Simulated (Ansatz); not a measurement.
# Bands, cutoff and cost in G0W0 for Ga2O3 (R-3c)

Wanted: a G0W0 gap for Ga2O3 (R-3c) that is converged in bands and cutoff, or an estimate of the limit.

Method: G0W0 on PBE, plane waves, PAW, in Ansatz 0.2.0.

This is a report of a sequence of runs, with most program output left out.

**1. Starting point**

It takes space group R-3c (No. 167, trigonal). Conventional cell: a = 4.997 Å, b = 4.997 Å, c = 13.451 Å, α = 90.00°, β = 90.00°, γ = 120.00°. Nearest to Ga lie 6 O at 1.93 to 2.08 Å. Nearest to O lie 4 Ga at 1.93 to 2.08 Å. Farther neighbours and most contacts between anions are not listed.

As a file:

```cif
data_structure
_symmetry_space_group_name_H-M 'R-3c:H'
_symmetry_Int_Tables_number 167
_cell_length_a 4.9974
_cell_length_b 4.9974
_cell_length_c 13.4506
_cell_angle_alpha 90.000
_cell_angle_beta 90.000
_cell_angle_gamma 120.000
_cell_volume 290.91
loop_
_atom_site_label
_atom_site_type_symbol
_atom_site_symmetry_multiplicity
_atom_site_Wyckoff_symbol
_atom_site_fract_x
_atom_site_fract_y
_atom_site_fract_z
_atom_site_occupancy
Ga1 Ga 12 c 0.66667 0.33333 0.18892 1
O1 O 18 e 0.66667 0.03017 0.08333 1
```

The cell and positions are those that the Materials Project relaxed with its own functionals (PBE, PBE+U or r2SCAN), kept fixed. This is not the form that Ga2O3 usually takes at ambient conditions.

**2. 254 empty bands, screening to 110 eV**

Now the one-shot GW correction: screening in the RPA, then the self-energy of the levels asked for. This step takes hard PAW files.

File input.yaml:

```yaml
crystal:
  lattice:
    - [2.4986991939, 1.4426246522, 4.4835497685]
    - [-2.4986991939, 1.4426246522, 4.4835497685]
    - [0.0, -2.8852493044, 4.4835497685]
  atoms:
    - { symbol: Ga, position: [0.85558558, 0.85558558, 0.85558558] }
    - { symbol: Ga, position: [0.64441442, 0.64441442, 0.64441442] }
    - { symbol: Ga, position: [0.14441442, 0.14441442, 0.14441442] }
    - { symbol: Ga, position: [0.35558558, 0.35558558, 0.35558558] }
    - { symbol: O, position: [0.75, 0.44683282, 0.05316718] }
    - { symbol: O, position: [0.44683282, 0.05316718, 0.75] }
    - { symbol: O, position: [0.05316718, 0.75, 0.44683282] }
    - { symbol: O, position: [0.25, 0.55316718, 0.94683282] }
    - { symbol: O, position: [0.94683282, 0.25, 0.55316718] }
    - { symbol: O, position: [0.55316718, 0.94683282, 0.25] }
kpoints:
  mp_grid: { grid: [4, 4, 4] }
hamiltonian:
  xc: pbe
  pseudopotentials: { kind: paw, source: ansatz }
scf:
  occupations: { method: fixed }
gw:
  n_empty_bands: 254
  ecut_chi: 110.0
  qp_bands: [v3, c3]
  qp_kpoints: band_edges
  screening: { model: contour_deformation }
```

Run with:

```console
$ ansatz run input.yaml --threads 3 --pin off --max-ram 92160MiB --backend cuda --events-out ev --progress --plain --runs-dir out --devices 1 --max-vram 13GiB  # rebuilt from the run's record
```

Run time: 42 s. Hardware: 1 × NVIDIA H100 80GB HBM3 (shared by 6 runs) with 3 threads of AMD EPYC 7R13 (Zen 3), shared host; peak memory 1.9 GiB; 54 s of CPU time.

This step gave:

```
bands summed                                 : 314
RPA ε∞ on this mesh (eigenvalues)            : 4.180, 4.290, 4.290
plane waves in the screening matrix          : 277
q-points in the mesh                         : 64
G0W0 gap on the mesh                         : 4.516 eV
k of the valence top                         : 0, 0, 0.25
k of the conduction bottom                   : 0, 0, 0
starting gap on the mesh                     : 2.839 eV
Z at the valence top                         : 0.7714
Z at the conduction bottom                   : 0.8317
least direct G0W0 gap on the computed points : 4.715 eV
```

The gap on the mesh goes from 2.84 eV to 4.52 eV, a correction of +1.68 eV. Between the two edge states, bare exchange in place of the xc potential would open the gap by 10.07 eV, and correlation takes back 8.39 eV.

**3. 576 empty bands, screening to 190 eV**

Bands and screening cutoff are moved together, since each hides the error of the other.

Changes to input.yaml since step 2:

```diff
@@ -24,4 +24,4 @@
 gw:
-  n_empty_bands: 254
-  ecut_chi: 110.0
+  n_empty_bands: 576
+  ecut_chi: 190.0
   qp_bands: [v3, c3]
```

Elapsed: 82 s, on 1 × NVIDIA H100 80GB HBM3 (shared by 6 runs) with 3 threads; peak memory 3.2 GiB.

Numbers from this step:

* bands summed: 636
* RPA ε∞ on this mesh (eigenvalues): 4.167, 4.284, 4.284
* plane waves in the screening matrix: 563
* q-points in the mesh: 64
* G0W0 gap on the mesh: 4.624 eV
* k of the valence top: 0, 0, 0.25
* k of the conduction bottom: 0, 0, 0
* starting gap on the mesh: 2.839 eV
* Z at the valence top: 0.7675
* Z at the conduction bottom: 0.8289
* least direct G0W0 gap on the computed points: 4.826 eV

Against the run with 4×4×4 mesh, 254 empty bands, screening to 110 eV, hard PAW files, the gap moves by +0.11 eV.

**4. 976 empty bands, screening to 270 eV**

Changes to input.yaml since step 3:

```diff
@@ -24,4 +24,4 @@
 gw:
-  n_empty_bands: 576
-  ecut_chi: 190.0
+  n_empty_bands: 976
+  ecut_chi: 270.0
   qp_bands: [v3, c3]
```

Run time: 2.4 min. Hardware: 1 × NVIDIA H100 80GB HBM3 (shared by 6 runs) with 3 threads; peak memory 5.3 GiB.

Numbers from this step:

```
bands summed                                 : 1036
RPA ε∞ on this mesh (eigenvalues)            : 4.151, 4.270, 4.270
plane waves in the screening matrix          : 997
G0W0 gap on the mesh                         : 4.671 eV
k of the valence top                         : 0, 0, 0.25
k of the conduction bottom                   : 0, 0, 0
starting gap on the mesh                     : 2.839 eV
least direct G0W0 gap on the computed points : 4.873 eV
```

Against the run with 4×4×4 mesh, 576 empty bands, screening to 190 eV, hard PAW files, the gap moves by +0.05 eV.

**5. 1631 empty bands, screening to 380 eV**

Changes to input.yaml since step 4:

```diff
@@ -24,4 +24,4 @@
 gw:
-  n_empty_bands: 976
-  ecut_chi: 270.0
+  n_empty_bands: 1631
+  ecut_chi: 380
   qp_bands: [v3, c3]
```

Wall time 4.3 min (1 × NVIDIA H100 80GB HBM3 (shared by 6 runs) with 3 threads); peak memory 10 GiB.

Numbers from this step:

| Quantity | Value |
| --- | --- |
| bands summed | 1691 |
| RPA ε∞ on this mesh (eigenvalues) | 4.147, 4.264, 4.264 |
| plane waves in the screening matrix | 1593 |
| G0W0 gap on the mesh | 4.710 eV |
| k of the valence top | 0, 0, 0.25 |
| k of the conduction bottom | 0, 0, 0 |
| starting gap on the mesh | 2.839 eV |
| least direct G0W0 gap on the computed points | 4.909 eV |

Against the run with 4×4×4 mesh, 976 empty bands, screening to 270 eV, hard PAW files, the gap moves by +0.04 eV.

**6. Changing the k mesh: 6×6×6 mesh, 254 empty bands, screening to 110 eV, hard PAW files**

Only the mesh changes. It samples the long-range screening, which converges on its own terms. Bands and cutoff differ from the step before, so it is read against an earlier run that matches them.

Changes to input.yaml since step 5:

```diff
@@ -17,3 +17,3 @@
 kpoints:
-  mp_grid: { grid: [4, 4, 4] }
+  mp_grid: { grid: [6, 6, 6] }
 hamiltonian:
@@ -24,4 +24,4 @@
 gw:
-  n_empty_bands: 1631
-  ecut_chi: 380
+  n_empty_bands: 254
+  ecut_chi: 110.0
   qp_bands: [v3, c3]
```

The job ended after 6.2 min (1 × NVIDIA H100 80GB HBM3 (shared by 6 runs) with 3 threads; peak memory 3.1 GiB; 10 min of CPU time).

This step gave:

```yaml
bands_summed: 314
rpa_eps_infinity_on_this_mesh_eigenvalues: 4.135, 4.247, 4.247
plane_waves_in_the_screening_matrix: 277
g0w0_gap_on_the_mesh: 4.454 eV
k_of_the_valence_top: 0, 0.1667, -0.1667
k_of_the_conduction_bottom: 0, 0, 0
starting_gap_on_the_mesh: 2.798 eV
least_direct_g0w0_gap_on_the_computed_points: 4.706 eV
```

Against the run with 4×4×4 mesh, 254 empty bands, screening to 110 eV, hard PAW files, the gap moves by −0.06 eV, while the start moved by −0.04 eV. A band edge is found at another k point on this mesh.

**7. The runs together**

Times are wall times on 1 × NVIDIA H100 80GB HBM3 (shared by 6 runs) with 3 threads of AMD EPYC 7R13 (Zen 3), shared host, good to a factor of about two.

```tsv
mesh	files	frequency	bands summed	cutoff (eV)	start (eV)	G0W0 (eV)	time	host memory (GiB)
4×4×4	hard PAW	contour deformation	314	110	2.839	4.516	42 s	1.9
4×4×4	hard PAW	contour deformation	636	190	2.839	4.624	82 s	3.2
4×4×4	hard PAW	contour deformation	1036	270	2.839	4.671	2.4 min	5.3
4×4×4	hard PAW	contour deformation	1691	380	2.839	4.710	4.3 min	10
6×6×6	hard PAW	contour deformation	314	110	2.798	4.454	6.2 min	3.1
```

How the two edges are built up, in eV (the quasiparticle level is the starting level plus Σx plus Σc less Vxc):

```tsv
run	edge	start	Σx	Σc	Vxc	Z	QP
314 bands	valence top	10.43	-27.62	4.81	-22.09	0.77	9.71
314 bands	conduction bottom	13.27	-13.43	-3.58	-17.97	0.83	14.23
636 bands	valence top	10.43	-27.62	4.51	-22.09	0.77	9.41
636 bands	conduction bottom	13.27	-13.43	-3.77	-17.97	0.83	14.04
1036 bands	valence top	10.43	-27.62	4.33	-22.09	0.77	9.23
1036 bands	conduction bottom	13.27	-13.43	-3.90	-17.97	0.83	13.90
1691 bands	valence top	10.43	-27.62	4.20	-22.09	0.76	9.10
1691 bands	conduction bottom	13.27	-13.43	-4.00	-17.97	0.83	13.81
```

**8. Outcome**

```
314 bands, 110 eV                   : 4.516 eV
636 bands, 190 eV                   : 4.624 eV
1036 bands, 270 eV                  : 4.671 eV
1691 bands, 380 eV                  : 4.710 eV
estimated limit in bands and cutoff : 4.77 eV
mesh and start                      : 4×4×4, PBE
```

What this shows: A line in one over the bands through the two highest rungs gives 4.77 eV, +0.06 eV from the top rung; the pair below gives 4.75 eV, in fair agreement. The rungs stand 0.25 eV (314 bands), 0.15 eV (636 bands), 0.10 eV (1036 bands) and 0.06 eV (1691 bands) from it. From 314 to 1691 bands the gap moves by +0.19 eV while the time grows 6.2-fold. Σc changes by −0.61 eV at the valence top and −0.42 eV at the conduction bottom, so the levels themselves move more than the gap between them. On the 6×6×6 mesh in place of 4×4×4 the gap differs by −0.06 eV, of which −0.04 eV is already in the start. The cheapest rung within 0.1 eV of this estimate is that with 1036 bands (2.4 min). The 4×4×4 mesh misses a band edge: on 6×6×6 the PBE gap is 2.80 eV, so these values are not the fundamental gap, which lies some 0.04 eV lower. The many-body steps are scalar-relativistic: spin-orbit coupling is not in them.

[Paths, hosts, dates, memory and timing lines, banners, echoed tables and standing remarks are left out of the program output.]

[Logs are printed without paths, hosts, clocks, repeated set-up lines and the standing remarks that a program may print on its own settings, such as how far it seeks lower states.]

[Runs of the session that timed out or met a known fault of the program may be left out.]

[Cells called generated may have been cut or substituted from an entry of the Crystallography Open Database or the Materials Project.]

[Hosts, paths, dates, database ids (printed as entryN), source tags and the programs' standing remarks are cut or masked in the printed files.]
